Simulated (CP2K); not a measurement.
Two runs for the O K edge of oxetane. Run A: CP2K XAS_TDP, all-electron GAPW, PBEh(45%), aug-cc-pVDZ, TDA, no relativity. Run B differs in one setting.

First lines with a strength over 0.0015. A:

```
              atom  energy (eV)  states  strength, one atom
O3 (bonded to 2 C)       530.54       1              0.0144
                         530.99       1              0.0358
                         532.29       1              0.0059
                         532.44       1              0.0125
                         533.64       1              0.0017
```

B:

```
              atom  energy (eV)  states  strength, one atom
O3 (bonded to 2 C)       533.11       1              0.0146
                         533.44       1              0.0406
                         533.97       1              0.0019
                         534.88       1              0.0068
                         535.04       1              0.0109
```

**Question.** Which was it: the functional, scalar relativity switched on, the basis, GW2X switched on?

The functional (functional from PBEh(45%) to BHandHLYP; the lines alone don't name the new value). A functional moves all lines by electronvolts and changes their spacings and strengths. Against PBEh(45%) in aug-cc-pVDZ, the leading line moves by +2.57 eV, to 533.11 eV. The next line of O3 over the strength cut lies 0.33 eV higher, against 0.45.

[Banner, clock and machine lines of the logs are left out without a mark of their own.]

[Logs are printed without paths, hosts, clocks, repeated set-up lines and the standing remarks that a program may print on its own settings, such as how far it seeks lower states.]

[Hosts, paths, dates, database ids (printed as entryN), source tags and the programs' standing remarks are cut or masked in the printed files.]
